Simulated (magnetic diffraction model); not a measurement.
**NaYErIn₃ below its ordering temperature**

Space group Pmm2 (no. 25), a = 3.7510 Å, b = 5.0090 Å, c = 8.7370 Å.

```csv
site,atom,x,y,z
1a,Er,0,0,0.4990
1d,In,1/2,1/2,0.6517
1c,In,1/2,0,0.1861
1c,In,1/2,0,0.8400
1b,Y,0,1/2,0.0097
1d,Na,1/2,1/2,0.3240
```

The compound is invented for this exercise: a known structure type with other elements, its cell scaled to their sizes and not relaxed.

Only Er is taken to order (form factors of Er3+); orders and moment sizes are assumed, and not adapted to the symmetry. Radiation: neutrons of λ = 2.41 Å, 1.5° to 55°; isotropic B of 0.16 Å² (Er), 0.17 Å² (In), 0.17 Å² (Y) and 0.27 Å² (Na). The intensities are simulated: I ∝ L Σ (|F_N|² + |F_M⊥|²) for unpolarised neutrons, with F_M = 2.695 fm/μB × Σ f(s) S exp(2πi Q·r) exp(−B s²) at Q = H ± k (one set where k and −k are equivalent), only the part normal to Q counting and L = 1/(sin²θ cos θ). For a modulated order the moment at position r is S exp(−2πi k·r) + c.c., with S = m/2 for a sine wave of amplitude m and S = m(u + iv)/2 for moments turning in a plane, u and v being orthogonal unit vectors in it; the phase factor of the sum at Q = H + k is then exp(2πi H·r). Form factors are spin-only for 3d ions and dipole or tabulated for f ions, scattering lengths are Sears's of 1992, and absorption is left out. A label names one of the reflections at its angle. The strongest nuclear line in the range is 100, and lines under 0.2 are left out.

Above the ordering temperature:

| 2θ (°) | index | I |
| --- | --- | --- |
| 15.86 | (0 0 1) | 0.3 |
| 32.02 | (0 0 2) | 5.8 |
| 32.20 | (0 1 1) | 12.4 |
| 42.94 | (0 1 2) | 1.0 |
| 48.88 | (0 0 3) | 0.2 |
| 50.10 | (1 0 2) | 51.4 |
| 50.22 | (1 1 1) | 100.0 |

Below it (cell unchanged):

```csv
2θ (°),I
1.53,6716.3
14.31,76.5
15.86,0.3
17.40,51.5
27.88,19.8
30.43,16.5
31.43,18.7
32.02,5.8
32.20,12.4
33.02,17.9
33.62,13.4
37.51,10.7
40.31,10.4
41.60,10.2
41.71,13.2
42.94,1.0
44.20,12.1
47.20,6.6
47.35,13.2
48.88,0.2
49.02,8.6
49.70,12.9
50.10,51.4
50.22,100.0
50.57,5.7
50.80,12.8
51.22,8.1
```

**Question.** Find the propagation vector, then choose among these models:
A. a sine wave with moments along [010] (amplitudes given), 6.6 μB on Er
B. a sine wave with moments along [001] (amplitudes given), 6.6 μB on Er
C. moments turning in the plane of [001] and [100], 6.6 μB on Er
D. moments turning in the plane of [100] and [010], 6.6 μB on Er

The new lines index as (0 0 0.097) at 1.53°, (0 0 0.903) at 14.31°, (0 0 1.097) at 17.40° and (0 1 0.097) at 27.88°, that is as H ± k with k = (0 0 0.097). Satellites come in pairs about each point of the reciprocal lattice.

Magnetic intensity, observed (below minus above) and for each model:

| 2θ (°) | index | observed | A | B | C | D |
| --- | --- | --- | --- | --- | --- | --- |
| 1.53 | (0 0 0.097) | 6716.3 | 3358.2 | <0.2 | 3358.2 | 6716.3 |
| 14.31 | (0 0 0.903) | 76.5 | 38.2 | <0.2 | 38.2 | 76.5 |
| 17.40 | (0 0 1.097) | 51.5 | 25.7 | <0.2 | 25.7 | 51.5 |
| 27.88 | (0 1 0.097) | 19.8 | <0.2 | 19.6 | 39.4 | 19.8 |
| 30.43 | (0 0 1.903) | 16.5 | 8.2 | <0.2 | 8.2 | 16.5 |
| 31.43 | (0 1 0.903) | 18.7 | 3.3 | 12.2 | 27.6 | 18.7 |
| 33.02 | (0 1 1.097) | 17.9 | 3.9 | 10.0 | 23.9 | 17.9 |
| 33.62 | (0 0 2.097) | 13.4 | 6.7 | <0.2 | 6.7 | 13.4 |

Model D matches.

The structure used: k = (0 0 0.097), moments turning in the plane of [100] and [010], 6.6 μB on Er.

[Logs are printed without paths, hosts, clocks, repeated set-up lines and the standing remarks that a program may print on its own settings, such as how far it seeks lower states.]
